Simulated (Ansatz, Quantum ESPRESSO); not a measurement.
# Band edges of 2H-TiI2, 1 layer under strain, part 2 of 2

Wanted: deformation of the bands of 2H-TiI2, 1 layer, driven from Python.

Quantum ESPRESSO 7.5; plane-wave DFT, PBE, GBRV ultrasoft pseudopotentials; geometry by Ansatz 0.2.0 with PAW datasets.

So far: The structure; Geometry from Ansatz.

### Step 3. The script

Under ESM bc1 levels count from the vacuum, or from the mean of the two vacuum levels where the sheet has a dipole, so band edges at unlike strains can be compared.

Level of this step: plane-wave DFT, PBE, GBRV ultrasoft pseudopotentials (Quantum ESPRESSO 7.5).

Contents of run.py:

```python
import json
import numpy as np
from ase import Atoms
from ase.calculators.espresso import Espresso, EspressoProfile

profile = EspressoProfile(command='mpirun -n 4 pw.x -nk 4', pseudo_dir='../pseudo')
pseudopotentials = {'I': 'i_pbe_v1.uspp.F.UPF', 'Ti': 'ti_pbe_v1.4.uspp.F.UPF'}
system = {'ecutwfc': 40, 'ecutrho': 200, 'occupations': 'smearing', 'smearing': 'fd', 'degauss': 0.002}


def calculator(name, kpts, **extra):
    data = dict(control=dict(tprnfor=True, verbosity='high', disk_io='none'),
                system=system | extra,
                electrons=dict(conv_thr=1e-09, mixing_beta=0.4, mixing_mode='plain',
                               electron_maxstep=100))
    return Espresso(profile=profile, directory=name, pseudopotentials=pseudopotentials, kpts=kpts, input_data=data)


def centre(atoms):
    z = atoms.positions[:, 2]
    atoms.positions[:, 2] -= (z.max() + z.min()) / 2  # ESM wants the slab about z = 0
    return atoms

sheet = Atoms(
    ['I', 'Ti', 'I'],
    scaled_positions=[
        [0.3333333333, 0.6666666667, 0.4037934582],
        [0.0000000000, 0.0000000000, 0.5000000045],
        [0.3333333333, 0.6666666667, 0.5962065374]],
    cell=[
        [3.760241198747, 0.000000000000, 0.000000000000],
        [-1.880120599373, 3.256464402471, 0.000000000000],
        [0.000000000000, 0.000000000000, 18.797680730600]],
    pbc=True)

rows = []
for strain in [-0.03, -0.015, 0.0, 0.015, 0.03]:
    atoms = sheet.copy()
    atoms.set_cell(sheet.cell.array * [[1 + strain], [1 + strain], [1]], scale_atoms=True)
    atoms = centre(atoms)
    atoms.calc = calculator(f's{strain:+.3f}', (12, 12, 1), assume_isolated='esm', esm_bc='bc1', nbnd=17)
    energy = atoms.get_potential_energy()
    levels = np.array([atoms.calc.get_eigenvalues(kpt=i) for i in range(len(atoms.calc.get_ibz_k_points()))])
    top, bottom = levels[:, 12].max(), levels[:, 13].min()
    direct = (levels[:, 13] - levels[:, 12]).min()
    rows.append([strain, energy, top, bottom, direct])
    print(f'strain {strain:+.3f}: E = {energy:.5f} eV, valence top {top:.3f}, conduction bottom {bottom:.3f}, '
          f'gap {bottom - top:.3f}, least direct gap {direct:.3f} eV')

x, energy, top, bottom, direct = np.array(rows).T
area = np.linalg.norm(np.cross(*sheet.cell[:2]))
stiffness = np.polyfit(x, energy, 2)[0] / area * 16.0218  # C11 + C12, heights clamped
print(f'valence and conduction edges move by {np.polyfit(x, top, 1)[0]:.2f} and {np.polyfit(x, bottom, 1)[0]:.2f} eV per unit biaxial strain')
print(f'C11 + C12 with clamped heights: {stiffness:.1f} N/m')
json.dump(dict(rows=rows, stiffness=stiffness), open('result.json', 'w'))
```

The run is started by

```sh
OMP_NUM_THREADS=1 python run.py
```

Output:

```text
strain -0.030: E = -3410.88783 eV, valence top -3.561, conduction bottom -2.894, gap 0.667, least direct gap 0.838 eV
strain -0.015: E = -3410.93461 eV, valence top -3.620, conduction bottom -2.944, gap 0.676, least direct gap 0.758 eV
strain +0.000: E = -3410.94941 eV, valence top -3.682, conduction bottom -2.998, gap 0.684, least direct gap 0.686 eV
strain +0.015: E = -3410.93622 eV, valence top -3.747, conduction bottom -3.125, gap 0.622, least direct gap 0.622 eV
strain +0.030: E = -3410.89812 eV, valence top -3.813, conduction bottom -3.247, gap 0.566, least direct gap 0.566 eV
valence and conduction edges move by -4.21 and -5.91 eV per unit biaxial strain
C11 + C12 with clamped heights: 82.1 N/m
```

Wall time 4 min (4 MPI ranks of Arm Neoverse V2, shared host); peak memory 0.66 GiB; 16 min of CPU time.

The input that ASE wrote for the first run, and its log:

```
&CONTROL
   verbosity        = 'high'
   tprnfor          = .true.
   disk_io          = 'none'
   pseudo_dir       = '../pseudo'
/
&SYSTEM
   nbnd             = 17
   ecutwfc          = 40
   ecutrho          = 200
   occupations      = 'smearing'
   degauss          = 0.002
   smearing         = 'fd'
   assume_isolated  = 'esm'
   esm_bc           = 'bc1'
   ntyp             = 2
   nat              = 3
   ibrav            = 0
/
&ELECTRONS
   electron_maxstep = 100
   conv_thr         = 1e-09
   mixing_mode      = 'plain'
   mixing_beta      = 0.4
/
&IONS
/
&CELL
/
&FCP
/
&RISM
/
ATOMIC_SPECIES
I 126.90447 i_pbe_v1.uspp.F.UPF
Ti 47.867 ti_pbe_v1.4.uspp.F.UPF

K_POINTS automatic
12 12 1  0 0 0

CELL_PARAMETERS angstrom
3.64743396278459 0.00000000000000 0.00000000000000
-1.82371698139181 3.15877047039687 0.00000000000000
0.00000000000000 0.00000000000000 18.79768073060000

ATOMIC_POSITIONS angstrom
I -0.0000000002 2.1058469804 -1.8084598156  
Ti 0.0000000000 0.0000000000 0.0000001259  
I -0.0000000002 2.1058469804 1.8084598156
```

```text
Program PWSCF v.7.5 starts
[citation notice left out]

     Parallel version (MPI & OpenMP), running on       4 processor cores
     Number of MPI processes:                 4
     Threads/MPI process:                     1

     MPI processes distributed on     1 nodes
[... 1 line left out ...]

Warning: card &CELL ignored
Warning: card &FCP ignored
Warning: card &RISM ignored

     Current dimensions of program PWSCF are:
     Max number of different atomic species (ntypx) = 10
     Max number of k-points (npk) =  40000
     Max angular momentum in pseudopotentials (lmaxx) =  4
     Message from routine setup:
     using ibrav=0 with symmetry is DISCOURAGED, use correct ibrav instead

     K-points division:     npool     =       4
     Subspace diagonalization in iterative solution of the eigenvalue problem:
     a serial algorithm will be used

     G-vector sticks info
     --------------------
     sticks:   dense  smooth     PW     G-vecs:    dense   smooth      PW
     Sum         649     517    163                69855    49895    8269

     Using Slab Decomposition

     bravais-lattice index     =            0
     lattice parameter (alat)  =       6.8927  a.u.
     unit-cell volume          =    1461.5254 (a.u.)^3
     number of atoms/cell      =            3
     number of atomic types    =            2
     number of electrons       =        26.00
     number of Kohn-Sham states=           17
     kinetic-energy cutoff     =      40.0000  Ry
     charge density cutoff     =     200.0000  Ry
     scf convergence threshold =      1.0E-09
     mixing beta               =       0.4000
     number of iterations used =            8  plain     mixing
     Exchange-correlation=  SLA  PW   PBX  PBC
                           (   1   4   3   4   0   0   0)

     Effective Screening Medium Method
     =================================
     Boundary Conditions: Vacuum-Slab-Vacuum
     total charge in unit cell        =   0.0000
     grid points for fit at edges     =        4

[... 10 lines left out ...]
     PseudoPot. # 1 for I  read from file:
     ../pseudo/i_pbe_v1.uspp.F.UPF
     Pseudo is Ultrasoft + core correction, Zval =  7.0
     Generated by new atomic code, or converted to UPF format
     Using radial grid of  893 points,  6 beta functions with:
                l(1) =   0
                l(2) =   0
                l(3) =   1
                l(4) =   1
                l(5) =   2
                l(6) =   2
     Q(r) pseudized with  8 coefficients,  rinner =    1.500   1.500   1.500
                                                       1.500   1.500

     PseudoPot. # 2 for Ti read from file:
     ../pseudo/ti_pbe_v1.4.uspp.F.UPF
     Pseudo is Ultrasoft + core correction, Zval = 12.0
     Generated by new atomic code, or converted to UPF format
     Using radial grid of  851 points,  6 beta functions with:
                l(1) =   0
[... 596 lines left out ...]

          k = 0.0000 0.0000 0.0000 (  6149 PWs)   bands (ev):

   -61.0430 -37.3792 -37.2860 -37.2860 -18.8096 -18.2356  -9.9358  -7.4611
    -6.1063  -6.1063  -5.5962  -5.5962  -3.9415  -2.4806  -2.4806  -2.4003
    -2.4003

     occupation numbers
     1.0000   1.0000   1.0000   1.0000   1.0000   1.0000   1.0000   1.0000
     1.0000   1.0000   1.0000   1.0000   1.0000   0.0000   0.0000   0.0000
     0.0000

[... 144 lines left out ...]

     the Fermi energy is    -3.2469 ev

!    total energy              =    -250.69565314 Ry
     estimated scf accuracy    <          6.4E-10 Ry
     smearing contrib. (-TS)   =      -0.00000002 Ry
     internal energy E=F+TS    =    -250.69565313 Ry

     The total energy is F=E-TS. E is the sum of the following terms:
     one-electron contribution =     591.40671880 Ry
     hartree contribution      =    -297.77890675 Ry
     xc contribution           =    -115.07070158 Ry
     ewald contribution        =    -429.25276359 Ry

     convergence has been achieved in  27 iterations

     negative rho (up, down):  3.484E-03 0.000E+00

     Forces acting on atoms (cartesian axes, Ry/au):

     atom    1 type  1   force =     0.00000000    0.00000000   -0.00981108
     atom    2 type  2   force =     0.00000000    0.00000000    0.00000000
     atom    3 type  1   force =     0.00000000    0.00000000    0.00981108
     The non-local contrib.  to forces
     atom    1 type  1   force =     0.00000000    0.00000000    0.10574537
     atom    2 type  2   force =    -0.00000000    0.00000000    0.00000000
     atom    3 type  1   force =     0.00000000    0.00000000   -0.10574537
     The ionic contribution  to forces
     atom    1 type  1   force =     0.00000000   -0.00000000  -38.81793077
     atom    2 type  2   force =    -0.00000000    0.00000000    0.00000086
     atom    3 type  1   force =     0.00000000   -0.00000000   38.81792991
     The local contribution  to forces
     atom    1 type  1   force =     0.00000000   -0.00000000   38.72002637
     atom    2 type  2   force =     0.00000000    0.00000000   -0.00005858
     atom    3 type  1   force =     0.00000000   -0.00000000  -38.72006583
     The core correction contribution to forces
     atom    1 type  1   force =    -0.00000000    0.00000000   -0.01761989
     atom    2 type  2   force =    -0.00000000    0.00000000    0.00000051
     atom    3 type  1   force =    -0.00000000    0.00000000    0.01761989
     The Hubbard contrib.    to forces
     atom    1 type  1   force =     0.00000000    0.00000000    0.00000000
     atom    2 type  2   force =     0.00000000    0.00000000    0.00000000
     atom    3 type  1   force =     0.00000000    0.00000000    0.00000000
     The SCF correction term to forces
     atom    1 type  1   force =    -0.00000000    0.00000000   -0.00005232
     atom    2 type  2   force =     0.00000000   -0.00000000    0.00000000
     atom    3 type  1   force =    -0.00000000    0.00000000    0.00005232

     Total force =     0.013875     Total SCF correction =     0.000074
     Message from routine punch:
     Nothing written, as per user request (disk_io='none')

[... 1 line left out ...]

[... 1 line left out ...]

[... 1 line left out ...]

[... 3 lines left out ...]

[... 1 line left out ...]

[... 2 lines left out ...]

[... 1 line left out ...]

[... 1 line left out ...]

=------------------------------------------------------------------------------=
   JOB DONE.
=------------------------------------------------------------------------------=
```

Numbers from this step:

```
biaxial stiffness : 82.14 N/m
```

Band edge from the vacuum level against biaxial strain:

```csv
biaxial strain (%),valence top (eV),conduction bottom (eV)
-3.00,-3.56,-2.89
-1.50,-3.62,-2.94
0.00,-3.68,-3.00
1.50,-3.75,-3.12
3.00,-3.81,-3.25
```

Table of gap by biaxial strain:

```csv
biaxial strain (%),on the mesh (eV),least direct (eV)
-3.00,0.667,0.838
-1.50,0.676,0.757
0.00,0.684,0.686
1.50,0.622,0.622
3.00,0.566,0.566
```

Energy over the lowest against biaxial strain:

```csv
biaxial strain (%),energy over the lowest (meV)
-3.00,61.6
-1.50,14.8
0.00,0
1.50,13.2
3.00,51.3
```

### Step 4. Running the series: PBE, PseudoDojo norm-conserving

Level of this step: plane-wave DFT, PBE, PseudoDojo norm-conserving pseudopotentials (Quantum ESPRESSO 7.5).

run.py, as its differences from the input of step 3:

```diff
@@ -6,4 +6,4 @@
 profile = EspressoProfile(command='mpirun -n 4 pw.x -nk 4', pseudo_dir='../pseudo')
-pseudopotentials = {'I': 'i_pbe_v1.uspp.F.UPF', 'Ti': 'ti_pbe_v1.4.uspp.F.UPF'}
-system = {'ecutwfc': 40, 'ecutrho': 200, 'occupations': 'smearing', 'smearing': 'fd', 'degauss': 0.002}
+pseudopotentials = {'I': 'I.dojo-sr-pbe-0.4.1-standard.upf', 'Ti': 'Ti.dojo-sr-pbe-0.4.1-standard.upf'}
+system = {'ecutwfc': 76, 'ecutrho': 304, 'occupations': 'smearing', 'smearing': 'fd', 'degauss': 0.002}
```

The run is started by

```sh
OMP_NUM_THREADS=1 python run.py
```

Output:

```text
strain -0.030: E = -2321.14625 eV, valence top -3.534, conduction bottom -2.873, gap 0.661, least direct gap 0.837 eV
strain -0.015: E = -2321.19497 eV, valence top -3.595, conduction bottom -2.924, gap 0.671, least direct gap 0.757 eV
strain +0.000: E = -2321.21139 eV, valence top -3.659, conduction bottom -2.980, gap 0.679, least direct gap 0.686 eV
strain +0.015: E = -2321.19947 eV, valence top -3.724, conduction bottom -3.101, gap 0.623, least direct gap 0.623 eV
strain +0.030: E = -2321.16272 eV, valence top -3.791, conduction bottom -3.224, gap 0.567, least direct gap 0.567 eV
valence and conduction edges move by -4.29 and -5.86 eV per unit biaxial strain
C11 + C12 with clamped heights: 82.8 N/m
```

The job ended after 11 min (4 MPI ranks; peak memory 0.91 GiB; 43 min of CPU time).

Numbers from this step:

| Quantity | Value |
| --- | --- |
| biaxial stiffness | 82.78 N/m |

Table of band edge from the vacuum level by biaxial strain:

```csv
biaxial strain (%),valence top (eV),conduction bottom (eV)
-3.00,-3.53,-2.87
-1.50,-3.60,-2.92
0.00,-3.66,-2.98
1.50,-3.72,-3.10
3.00,-3.79,-3.22
```

Gap against biaxial strain:

```csv
biaxial strain (%),on the mesh (eV),least direct (eV)
-3.00,0.661,0.837
-1.50,0.671,0.757
0.00,0.679,0.686
1.50,0.623,0.623
3.00,0.567,0.567
```

Energy over the lowest against biaxial strain:

```csv
biaxial strain (%),energy over the lowest (meV)
-3.00,65.1
-1.50,16.4
0.00,0
1.50,11.9
3.00,48.7
```

### Step 5. The arithmetic

Under equal strain ε in the plane, E = A (C11 + C12) ε². From the points at ±1.5 %: d²E/dε² = (14.80 + 13.18 − 2 × 0.00) meV / 0.015² = 124 eV, and 124/(2 × 12.245 Å²) × 16.02 = 81 N/m.

### Step 6. Results

* C11 + C12, heights clamped, PBE, GBRV ultrasoft: 82 N/m
* gap on the mesh at zero strain, PBE, GBRV ultrasoft: 0.68 eV
* valence top below the vacuum at zero strain, PBE, GBRV ultrasoft: 3.68 eV
* shift of the valence top per unit biaxial strain, PBE, GBRV ultrasoft: -4.2 eV
* C11 + C12, heights clamped, PBE, PseudoDojo norm-conserving: 83 N/m
* gap on the mesh at zero strain, PBE, PseudoDojo norm-conserving: 0.68 eV
* valence top below the vacuum at zero strain, PBE, PseudoDojo norm-conserving: 3.66 eV
* shift of the valence top per unit biaxial strain, PBE, PseudoDojo norm-conserving: -4.3 eV

What this shows: The sheet's biaxial stiffness comes to 82 N/m and its gap at zero strain to 0.68 eV (PBE, GBRV ultrasoft). From −3 % to +3 % the gap on the mesh goes from 0.67 to 0.57 eV; it is direct at some strains and indirect at others. The conduction bottom bends along the series, so the script's straight-line slope describes it poorly. Heights are clamped under strain, which makes a sheet with several atomic planes too stiff. Semilocal gaps are too small. Spin-orbit coupling is left out; depending on the atoms that carry the levels of interest, it can split and shift them by tens to hundreds of meV.

[Logs are printed without paths, hosts, clocks, repeated set-up lines and the standing remarks that a program may print on its own settings, such as how far it seeks lower states.]

[Hosts, paths, dates, database ids (printed as entryN), source tags and the programs' standing remarks are cut or masked in the printed files.]

[Maps of the electrostatic potential energy from Ansatz leave out the sawtooth potential of an applied field or a dipole correction, so their vacuum need not be flat; planar profiles and work functions include it.]
